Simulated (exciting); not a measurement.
# Core excitons at the Na K edge of NaF (Villiaumite)

How far do the exchange and direct terms reshape the Na K edge of NaF (Villiaumite)?

Main program and level: exciting sodium; X-ray absorption, core-level Bethe-Salpeter equation, exchange and statically screened direct term, Tamm-Dancoff, all-electron LAPW+lo PBEsol.

This is a report of a sequence of runs, with most program output left out.

### 1. The starting structure

Symmetry: Fm-3m, No. 225, cubic system. Conventional cell: a = 4.640 Å, b = 4.640 Å, c = 4.640 Å, α = 90.00°, β = 90.00°, γ = 90.00°. Na has 6 F at 2.32 Å nearest. Nearest to F lie 6 Na at 2.32 Å. Farther neighbours and most contacts between anions are not listed.

As a file:

```cif
data_structure
_symmetry_space_group_name_H-M 'P 1'
_symmetry_Int_Tables_number 1
_cell_length_a 3.2810
_cell_length_b 3.2810
_cell_length_c 3.2810
_cell_angle_alpha 60.000
_cell_angle_beta 60.000
_cell_angle_gamma 60.000
_cell_volume 24.97
loop_
_atom_site_label
_atom_site_type_symbol
_atom_site_fract_x
_atom_site_fract_y
_atom_site_fract_z
_atom_site_occupancy
Na1 Na 0.00000 0.00000 0.00000 1
F2 F 0.50000 0.50000 0.50000 1
```

Differences between curves are given as r.m.s. difference over r.m.s. height.

### 2. The self-consistent potential

The species files are the program's own, with muffin-tin radii set in the input.

The input, input.xml:

```
<input>
  <title>NaF</title>
  <structure speciespath="." autormt="false" epslat="1.0e-5">
    <crystal>
      <basevect>0.0000000000 4.3841646083 4.3841646083</basevect>
      <basevect>4.3841646083 0.0000000000 4.3841646083</basevect>
      <basevect>4.3841646083 4.3841646083 0.0000000000</basevect>
    </crystal>
    <species speciesfile="Na.xml" rmt="2.240">
      <atom coord="0.0000000000 0.0000000000 0.0000000000"/>
    </species>
    <species speciesfile="F.xml" rmt="2.013">
      <atom coord="0.5000000000 0.5000000000 0.5000000000"/>
    </species>
  </structure>
  <groundstate do="fromscratch" xctype="GGA_PBE_SOL" ngridk="5 5 5" rgkmax="7" gmaxvr="14" nempty="8" swidth="0.001" maxscl="100" epsengy="1e-5"/>
</input>
```

On the command line:

```console
$ OMP_NUM_THREADS=1 mpirun -n 4 exciting
```

The job ended after 12 s (4 MPI ranks of Arm Neoverse V1, shared host).

The warnings file holds hints only, no warning.

The mesh shows a gap of 6.16 eV. Core levels (Dirac, from the valence top):

```csv
atom,level,energy (eV)
Na,1s1/2,-1021.0
F,1s1/2,-648.6
```

### 3. A richer basis for the empty states

Each species file gets more local orbitals, built from u and its energy derivative at 0.15 Ha and u at 0.9 Ha.

input.xml is that of step 2.

The input, SPECIES.xml, added lines:

```
<lo l="L">  <!-- L = 0, 1, 2 -->
  <wf matchingOrder="0" trialEnergy="0.1500" searchE="false"/>
  <wf matchingOrder="1" trialEnergy="0.1500" searchE="false"/>
  <wf matchingOrder="0" trialEnergy="0.9000" searchE="false"/>
</lo>
```

On the command line:

```console
$ OMP_NUM_THREADS=1 mpirun -n 4 exciting
```

Run time: 12 s. Hardware: 4 MPI ranks.

Against the first ground state the total energy moves by -8 meV an atom and the gap by 0.00 eV.

### 4. Screening, kernels and BSE for Na atom 1

The absorber has 6 F at 2.32 Å (octahedral, site symmetry m-3m).

input.xml: that of step 3 with these lines changed.

```diff
@@ -15,3 +15,20 @@
   </structure>
-  <groundstate do="fromscratch" xctype="GGA_PBE_SOL" ngridk="5 5 5" rgkmax="7" gmaxvr="14" nempty="8" swidth="0.001" maxscl="100" epsengy="1e-5"/>
+  <groundstate do="skip" xctype="GGA_PBE_SOL" ngridk="5 5 5" rgkmax="7" gmaxvr="14" nempty="8" swidth="0.001" maxscl="100" epsengy="1e-5"/>
+  <xs xstype="BSE" ngridk="6 6 6" ngridq="6 6 6" vkloff="0.097 0.273 0.493" rgkmax="7" nempty="16" gqmax="3" lmaxapwwf="5" lmaxemat="2" broad="0.01654" tevout="true">
+    <energywindow intv="37.307 38.924" points="440"/>
+    <screening screentype="full" nempty="31"/>
+    <BSE xas="true" xasspecies="1" xasatom="1" xasedge="K" bsetype="singlet" nstlxas="1 12"/>
+    <qpointset>
+      <qpoint>0 0 0</qpoint>
+    </qpointset>
+    <plan>
+      <doonly task="xsgeneigvec"/>
+      <doonly task="writepmatxs"/>
+      <doonly task="scrgeneigvec"/>
+      <doonly task="scrwritepmat"/>
+      <doonly task="screen"/>
+      <doonly task="scrcoulint"/>
+      <doonly task="exccoulint"/>
+    </plan>
+  </xs>
 </input>
```

The input, input.xml for the last start (plan only):

```
  <plan>
    <doonly task="bse"/>
  </plan>
```

On the command line:

```console
$ OMP_NUM_THREADS=1 mpirun -n 4 exciting
$ OMP_NUM_THREADS=4 exciting
```

The job ended after 9.3 min (4 MPI ranks).

Wall time by task: xsgeneigvec 2.7 s, writepmatxs 7.1 s, scrgeneigvec 2.4 s, scrwritepmat 1.6 s, screen 47 s, scrcoulint 4.2 min, exccoulint 3 min, bse 64 s.

The Na K spectrum of Na atom 1 (energy from the Kohn–Sham onset, core level to the lowest empty state found on the meshes used, 1027.18 eV; the ground-state mesh sets it, and the shifted mesh has its lowest transition 0.19 eV above it; Im ε scaled to the maximum of the singlet run; cut below the end of the band set):

```csv
E (eV),Im ε
-4.5,0.02
-4.0,0.03
-3.5,0.03
-3.0,0.04
-2.5,0.06
-2.0,0.09
-1.5,0.15
-1.0,0.32
-0.5,0.63
0.0,0.76
0.5,0.78
1.0,0.78
1.5,0.71
2.0,0.61
2.5,0.51
3.0,0.46
3.5,0.42
4.0,0.39
4.5,0.37
5.0,0.34
5.5,0.30
6.0,0.30
6.5,0.39
7.0,0.63
7.5,0.93
8.0,0.99
8.5,0.89
9.0,0.78
9.5,0.59
10.0,0.45
10.5,0.36
11.0,0.29
11.5,0.23
12.0,0.20
12.5,0.17
13.0,0.15
13.5,0.15
14.0,0.16
14.5,0.16
15.0,0.16
15.5,0.19
16.0,0.24
16.5,0.32
17.0,0.43
17.5,0.42
18.0,0.40
18.5,0.37
19.0,0.32
19.5,0.23
20.0,0.20
20.5,0.17
21.0,0.14
21.5,0.12
22.0,0.11
22.5,0.09
23.0,0.08
23.5,0.07
```

Maxima (height): 0.5 eV (0.78), 7.8 eV (1.00) and 17.1 eV (0.43).

The Hamiltonian has 5184 rows. The lowest groups of eigenvalues and the brightest ones, on the scale above (the program counts from the shifted mesh's onset, 0.19 eV higher). Core spinors bring spin-forbidden partners, so dark means forbidden by spin or by symmetry, and the shifted mesh splits states that symmetry would keep together:

```csv
energy (eV),states within 10 meV,relative strength
-2.419,2,dark
-0.777,2,0.24
-0.625,2,0.56
-0.566,2,0.82
-0.482,2,0.48
-0.241,2,0.38
-0.057,2,1.00
0.393,2,0.54
7.556,2,0.50
8.139,2,0.50
```

### 5. Independent particles

input.xml: that of step 4 with these lines changed.

```diff
@@ -19,3 +19,3 @@
     <screening screentype="full" nempty="31"/>
-    <BSE xas="true" xasspecies="1" xasatom="1" xasedge="K" bsetype="singlet" nstlxas="1 12"/>
+    <BSE xas="true" xasspecies="1" xasatom="1" xasedge="K" bsetype="IP" nstlxas="1 12"/>
     <qpointset>
@@ -24,9 +24,3 @@
     <plan>
-      <doonly task="xsgeneigvec"/>
-      <doonly task="writepmatxs"/>
-      <doonly task="scrgeneigvec"/>
-      <doonly task="scrwritepmat"/>
-      <doonly task="screen"/>
-      <doonly task="scrcoulint"/>
-      <doonly task="exccoulint"/>
+      <doonly task="bse"/>
     </plan>
```

On the command line:

```console
$ OMP_NUM_THREADS=4 exciting
```

Wall time 1.5 s (4 threads).

Maxima (height): 6.8 eV (0.38), 13.4 eV (1.08) and 22.0 eV (0.74). The spectrum differs from the singlet run by 101 % r.m.s. Moving the earlier curve by +5.0 eV leaves 47 %. The highest maximum lies at 13.4 eV (1.08), against 7.8 eV (1.00).

### 6. Exchange alone

input.xml: that of step 5 with these lines changed.

```diff
@@ -19,3 +19,3 @@
     <screening screentype="full" nempty="31"/>
-    <BSE xas="true" xasspecies="1" xasatom="1" xasedge="K" bsetype="IP" nstlxas="1 12"/>
+    <BSE xas="true" xasspecies="1" xasatom="1" xasedge="K" bsetype="RPA" nstlxas="1 12"/>
     <qpointset>
```

On the command line:

```console
$ OMP_NUM_THREADS=4 exciting
```

The job ended after 64 s (4 threads).

Maxima (height): 6.8 eV (0.38), 13.4 eV (1.08) and 22.0 eV (0.74). The spectrum is that of the independent-particle run within 1 %.

### 7. Broadening

Changed against the first singlet run: half width (eV) from 0.45 to 1.35.

input.xml: that of step 6 with these lines changed.

```diff
@@ -16,6 +16,6 @@
   <groundstate do="skip" xctype="GGA_PBE_SOL" ngridk="5 5 5" rgkmax="7" gmaxvr="14" nempty="8" swidth="0.001" maxscl="100" epsengy="1e-5"/>
-  <xs xstype="BSE" ngridk="6 6 6" ngridq="6 6 6" vkloff="0.097 0.273 0.493" rgkmax="7" nempty="16" gqmax="3" lmaxapwwf="5" lmaxemat="2" broad="0.01654" tevout="true">
+  <xs xstype="BSE" ngridk="6 6 6" ngridq="6 6 6" vkloff="0.097 0.273 0.493" rgkmax="7" nempty="16" gqmax="3" lmaxapwwf="5" lmaxemat="2" broad="0.04961" tevout="true">
     <energywindow intv="37.307 38.924" points="440"/>
     <screening screentype="full" nempty="31"/>
-    <BSE xas="true" xasspecies="1" xasatom="1" xasedge="K" bsetype="RPA" nstlxas="1 12"/>
+    <BSE xas="true" xasspecies="1" xasatom="1" xasedge="K" bsetype="singlet" nstlxas="1 12"/>
     <qpointset>
```

On the command line:

```console
$ OMP_NUM_THREADS=4 exciting
```

Run time: 64 s. Hardware: 4 threads.

Against the singlet run the r.m.s. difference is 25 %. The highest maximum lies at 8.1 eV (0.67), against 7.8 eV (1.00). Only the width of each line changes; the area stays. A table step wider than the lines misses their tops.

```csv
E (eV),first run,this run
-10.0,0.01,0.02
-9.0,0.01,0.02
-8.0,0.01,0.03
-7.0,0.01,0.03
-6.0,0.01,0.04
-5.0,0.02,0.06
-4.0,0.03,0.08
-3.0,0.04,0.11
-2.0,0.09,0.19
-1.0,0.32,0.35
0.0,0.76,0.53
1.0,0.78,0.58
2.0,0.61,0.53
3.0,0.46,0.46
4.0,0.39,0.41
5.0,0.34,0.39
6.0,0.30,0.42
7.0,0.63,0.56
8.0,0.99,0.67
9.0,0.78,0.60
10.0,0.45,0.45
11.0,0.29,0.33
12.0,0.20,0.25
13.0,0.15,0.21
14.0,0.16,0.20
15.0,0.16,0.21
16.0,0.24,0.26
17.0,0.43,0.31
18.0,0.40,0.31
19.0,0.32,0.27
20.0,0.20,0.21
21.0,0.14,0.16
22.0,0.11,0.13
23.0,0.08,0.10
```

### 8. Another input

In this try the input is made faulty on purpose, to show what that does.

input.xml: that of step 7 with these lines changed.

```diff
@@ -16,6 +16,6 @@
   <groundstate do="skip" xctype="GGA_PBE_SOL" ngridk="5 5 5" rgkmax="7" gmaxvr="14" nempty="8" swidth="0.001" maxscl="100" epsengy="1e-5"/>
-  <xs xstype="BSE" ngridk="6 6 6" ngridq="6 6 6" vkloff="0.097 0.273 0.493" rgkmax="7" nempty="16" gqmax="3" lmaxapwwf="5" lmaxemat="2" broad="0.04961" tevout="true">
+  <xs xstype="BSE" ngridk="6 6 6" ngridq="6 6 6" vkloff="0.097 0.273 0.493" rgkmax="7" nempty="7" gqmax="3" lmaxapwwf="5" lmaxemat="2" broad="0.01654" tevout="true">
     <energywindow intv="37.307 38.924" points="440"/>
     <screening screentype="full" nempty="31"/>
-    <BSE xas="true" xasspecies="1" xasatom="1" xasedge="K" bsetype="singlet" nstlxas="1 12"/>
+    <BSE xas="true" xasspecies="1" xasatom="1" xasedge="K" bsetype="singlet" nstlxas="1 3"/>
     <qpointset>
@@ -24,3 +24,5 @@
     <plan>
-      <doonly task="bse"/>
+      <doonly task="writepmatxs"/>
+      <doonly task="scrcoulint"/>
+      <doonly task="exccoulint"/>
     </plan>
```

The input, input.xml for the last start (plan only):

```
  <plan>
    <doonly task="bse"/>
  </plan>
```

On the command line:

```console
$ OMP_NUM_THREADS=1 mpirun -n 4 exciting
$ OMP_NUM_THREADS=4 exciting
```

Run time: 3.6 min. Hardware: 4 MPI ranks.

The input has a fault: far too few conduction bands in the BSE. The spectrum differs from the singlet run by 74 % r.m.s. The highest maximum lies at 1.2 eV (0.38), against 7.8 eV (1.00). Transitions to the missing bands are absent and can't mix into the lines that are left.

```csv
E (eV),first run,this run
-4.0,0.03,0.01
-3.0,0.04,0.02
-2.0,0.09,0.03
-1.0,0.32,0.12
0.0,0.76,0.32
1.0,0.78,0.37
2.0,0.61,0.33
3.0,0.46,0.24
4.0,0.39,0.18
5.0,0.34,0.14
6.0,0.30,0.08
7.0,0.63,0.09
8.0,0.99,0.15
9.0,0.78,0.16
10.0,0.45,0.14
11.0,0.29,0.12
12.0,0.20,0.06
13.0,0.15,0.02
14.0,0.16,0.01
15.0,0.16,0.01
16.0,0.24,0.00
17.0,0.43,0.00
18.0,0.40,0.00
19.0,0.32,0.00
20.0,0.20,0.00
21.0,0.14,0.00
22.0,0.11,0.00
23.0,0.08,0.00
```

### 9. Coarser mesh

Changed against the first singlet run: k mesh from 6×6×6 to 4×4×4.

input.xml: that of step 8 with these lines changed.

```diff
@@ -16,6 +16,6 @@
   <groundstate do="skip" xctype="GGA_PBE_SOL" ngridk="5 5 5" rgkmax="7" gmaxvr="14" nempty="8" swidth="0.001" maxscl="100" epsengy="1e-5"/>
-  <xs xstype="BSE" ngridk="6 6 6" ngridq="6 6 6" vkloff="0.097 0.273 0.493" rgkmax="7" nempty="7" gqmax="3" lmaxapwwf="5" lmaxemat="2" broad="0.01654" tevout="true">
+  <xs xstype="BSE" ngridk="4 4 4" ngridq="4 4 4" vkloff="0.097 0.273 0.493" rgkmax="7" nempty="16" gqmax="3" lmaxapwwf="5" lmaxemat="2" broad="0.01654" tevout="true">
     <energywindow intv="37.307 38.924" points="440"/>
     <screening screentype="full" nempty="31"/>
-    <BSE xas="true" xasspecies="1" xasatom="1" xasedge="K" bsetype="singlet" nstlxas="1 3"/>
+    <BSE xas="true" xasspecies="1" xasatom="1" xasedge="K" bsetype="singlet" nstlxas="1 12"/>
     <qpointset>
@@ -24,3 +24,7 @@
     <plan>
+      <doonly task="xsgeneigvec"/>
       <doonly task="writepmatxs"/>
+      <doonly task="scrgeneigvec"/>
+      <doonly task="scrwritepmat"/>
+      <doonly task="screen"/>
       <doonly task="scrcoulint"/>
```

The input, input.xml for the last start (plan only):

```
  <plan>
    <doonly task="bse"/>
  </plan>
```

It took 96 s on 4 MPI ranks.

Wall time by task: xsgeneigvec 1.8 s, writepmatxs 3 s, scrgeneigvec 1.4 s, scrwritepmat 1.3 s, screen 7.9 s, scrcoulint 24 s, exccoulint 53 s, bse 2.4 s.

These settings are cheaper. Against the singlet run the r.m.s. difference is 6 %. The highest maximum lies at 8.4 eV (0.99), against 7.8 eV (1.00). The first bright state moves from -0.78 to -0.90 eV. The lowest bare transition of this run lies at 0.42 eV, against 0.19. A coarse mesh samples few band energies, and it inflates the long-range part of the attraction.

```csv
E (eV),first run,this run
-4.0,0.03,0.03
-3.0,0.04,0.04
-2.0,0.09,0.08
-1.0,0.32,0.29
0.0,0.76,0.72
1.0,0.78,0.77
2.0,0.61,0.60
3.0,0.46,0.46
4.0,0.39,0.40
5.0,0.34,0.33
6.0,0.30,0.30
7.0,0.63,0.60
8.0,0.99,0.94
9.0,0.78,0.84
10.0,0.45,0.45
11.0,0.29,0.29
12.0,0.20,0.20
13.0,0.15,0.16
14.0,0.16,0.16
15.0,0.16,0.16
16.0,0.24,0.24
17.0,0.43,0.40
18.0,0.40,0.40
19.0,0.32,0.31
20.0,0.20,0.21
21.0,0.14,0.15
22.0,0.11,0.11
23.0,0.08,0.09
```

### 10. The levels of theory side by side

```csv
level,curve passes 0.15 (eV),highest maximum (eV),its height
IP,3.6,13.4,1.08
RPA,3.6,13.4,1.08
singlet,-1.4,7.8,1.00
```

```csv
E (eV),IP,RPA,singlet
-4.0,0.01,0.01,0.03
-3.0,0.01,0.01,0.04
-2.0,0.01,0.01,0.09
-1.0,0.01,0.01,0.32
0.0,0.02,0.02,0.76
1.0,0.03,0.03,0.78
2.0,0.06,0.06,0.61
3.0,0.11,0.11,0.46
4.0,0.19,0.19,0.39
5.0,0.27,0.27,0.34
6.0,0.28,0.28,0.30
7.0,0.36,0.36,0.63
8.0,0.19,0.19,0.99
9.0,0.17,0.17,0.78
10.0,0.24,0.24,0.45
11.0,0.37,0.37,0.29
12.0,0.60,0.59,0.20
13.0,0.98,0.97,0.15
14.0,0.85,0.85,0.16
15.0,0.45,0.45,0.16
16.0,0.31,0.31,0.24
17.0,0.25,0.25,0.43
18.0,0.26,0.26,0.40
19.0,0.32,0.32,0.32
20.0,0.38,0.38,0.20
21.0,0.65,0.65,0.14
22.0,0.74,0.74,0.11
23.0,0.57,0.58,0.08
```

### 11. Results

| Quantity | Value |
| --- | --- |
| absorber and edge | Na K, atom 1 |
| surroundings | 6 F at 2.32 Å (octahedral, site symmetry m-3m) |
| first bright state | -0.78 eV from the Kohn–Sham onset, on this mesh |
| highest maximum | 7.8 eV |
| cost of the BSE run | 9.3 min on 4 MPI ranks of Arm Neoverse V1, shared host; the last task ran on as many threads |

What this shows: Is a core exciton bound? Yes on this mesh: the first bright state (over 5 % of the brightest) lies at -0.78 eV from the Kohn–Sham onset and at -0.97 eV from the lowest bare transition of its own mesh; weaker or dark states reach down to -2.42 eV. Changing the half width (eV) from 0.45 to 1.35 alters the spectrum by 25 % r.m.s. Exchange alone changes the independent-particle spectrum by 0.6 % r.m.s. With 216 k points the binding energies are rough. The kernel cutoff is low for a compact core orbital, so the effect of exchange is a lower bound. The zero comes from the unshifted 5×5×5 ground-state mesh; it is exact only where the band minimum lies on that mesh. The Kohn–Sham onset, 1027 eV, is no photon energy (tabulated edge of the element: 1070.8 eV): the scale needs a rigid shift. No quasiparticle correction widens the gap or stretches the bands. Vibrations and energy-dependent lifetimes are left out. The structure is a published determination, not relaxed.

[Logs are printed without paths, hosts, clocks, repeated set-up lines and the standing remarks that a program may print on its own settings, such as how far it seeks lower states.]

[Hosts, paths, dates, database ids (printed as entryN), source tags and the programs' standing remarks are cut or masked in the printed files.]
